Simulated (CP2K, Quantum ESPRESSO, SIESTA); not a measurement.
# Energy of the Σ5 (310)[001] symmetric tilt boundary in Ta

What does the Σ5 (310)[001] symmetric tilt boundary in Ta cost per area, and do the programs agree?

Numbers are calculated unless marked as measured.

### 1. Set-up

The cell holds 40 atoms (40 Ta); each boundary has 34.86 Å², and the misorientation about the tilt axis is 36.9° (53.1° counted from the other symmetry-equivalent direction). Recipe: Two grains of Ta, one the mirror image of the other in the boundary plane, two boundaries a cell; of 5 trial joints (lateral shifts, openings, close atoms taken out) the lowest after a short relaxation with the MACE-MP-0b2 potential was kept (shift [0.333, 0.667] of the surface cell, opening 1.44 Å, one of each pair under 2.02 Å removed), then its atoms and the cell's length along the normal were relaxed with that potential. Lattice constants are starting values near those of PBE. Then atoms were relaxed with Quantum ESPRESSO, PBE on a coarser mesh. That run stopped short of its end. The bulk cell holds 2 atoms.

### 2. One input

Quantum ESPRESSO 7.5: Kohn-Sham DFT, PBE, GBRV 1.5 ultrasoft pseudopotentials, plane waves. Its pw.in for the relaxed cell:

```
&control
  calculation = 'scf'
  pseudo_dir = './pseudo'
  outdir = './tmp'
  disk_io = 'none'
  tprnfor = .true.
  tstress = .true.
/
&system
  ibrav = 0
  nat = 40
  ntyp = 1
  ecutwfc = 45
  ecutrho = 270
  occupations = 'smearing'
  smearing = 'fd'
  degauss = 0.007350
/
&electrons
  conv_thr = 8.0e-09
  electron_maxstep = 100
  mixing_beta = 0.3
  mixing_mode = 'plain'
  diagonalization = 'david'
/
ATOMIC_SPECIES
Ta 180.948 Ta.upf
CELL_PARAMETERS angstrom
6.64000 0.00000 0.00000
-1.66000 5.24938 0.00000
0.00000 0.00000 21.67005
ATOMIC_POSITIONS crystal
Ta 0.15570 0.62612 0.99201
Ta 0.30718 0.22992 0.05325
Ta 0.45549 0.82269 0.09551
Ta 0.10853 0.43321 0.14568
[... 34 atom lines left out ...]
Ta 0.00949 0.03674 0.55325
Ta 0.66097 0.64055 0.49201
K_POINTS automatic
3 4 1 0 0 0
```

Run time: 30 min. Hardware: 8 MPI ranks of Arm Neoverse V1, shared host; peak memory 5.7 GiB; 4 h of CPU time.

### 3. The levels

| level | basis or training data | k-meshes | runs finished | CPU time | peak memory (GiB) |
| --- | --- | --- | --- | --- | --- |
| QE, PBE (reference) | plane waves, GBRV 1.5 ultrasoft, 45/270 Ry | 10×10×10 and 3×4×1 | 2 of 2 | 4.1 h | 5.7 |
| SIESTA DZP, PBE | DZP orbitals, shift 0.01 Ry, mesh 400 Ry | 10×10×10 and 3×4×1 | 2 of 2 | 13 min | 1.4 |

CPU times are sums over a level's finished runs on a shared host, and rough.

### 4. Boundary energy

γ = (E_cell − n E_bulk) / 2A, with n = 20 bulk cells and two boundaries; each level uses its own energies.

| level | E_cell − n E_bulk (eV) | γ (mJ/m²) | bulk pressure (GPa) | stress along the normal (GPa) | longest force (eV/Å) |
| --- | --- | --- | --- | --- | --- |
| QE, PBE | 6.558 | 1507 | -0.9 | -2.8 | 0.18 |
| SIESTA DZP, PBE | 7.195 | 1654 | -2.2 | -4.7 | 0.21 |

Stress is positive in compression.

Worked for the reference: -77210.128 − 20 × (-3860.8343) = 6.558 eV; over 2 × 34.86 Å² that is 94.1 meV/Å², or 1507 mJ/m².

### 5. Findings

The reference puts the boundary energy at 1507 mJ/m²; SIESTA DZP, PBE gives 1654. An error of 1 meV an atom in the bulk energy would move it by 9 mJ/m². The cell is longer than the bulk it holds by 0.34 Å a boundary. Counting neighbours within 3.68 Å, where a bulk atom has 14, 16 atoms have fewer and 0 more. The reference's relaxation moved atoms by up to 0.03 Å from the learned potential's structure and stopped short of its end. A tension of 2.8 GPa is left along the normal in the reference, so the excess length isn't that of a stress-free boundary.

Caveats: The joint was picked among a few trials with a learned potential, so a cheaper structure may exist. The length of the cell along the normal is that of the learned potential and the lattice constant is typed, so strain energy enters γ. The two boundaries of a cell lie only half its length apart. Cell and bulk are sampled on meshes that don't match, and an error in the bulk energy is multiplied by n. The other levels use the reference's geometry. Spin–orbit coupling is left out. SIESTA's automatically made basis is far from complete. The DFT runs use Fermi–Dirac occupations of width 0.1 eV, and energies are free energies. Left out of the tables: 1 run of CP2K TZV2P, PBE (converged, but the runs that it must be set against are missing).

[Logs are printed without paths, hosts, clocks, repeated set-up lines and the standing remarks that a program may print on its own settings, such as how far it seeks lower states.]

[Hosts, paths, dates, database ids (printed as entryN), source tags and the programs' standing remarks are cut or masked in the printed files.]
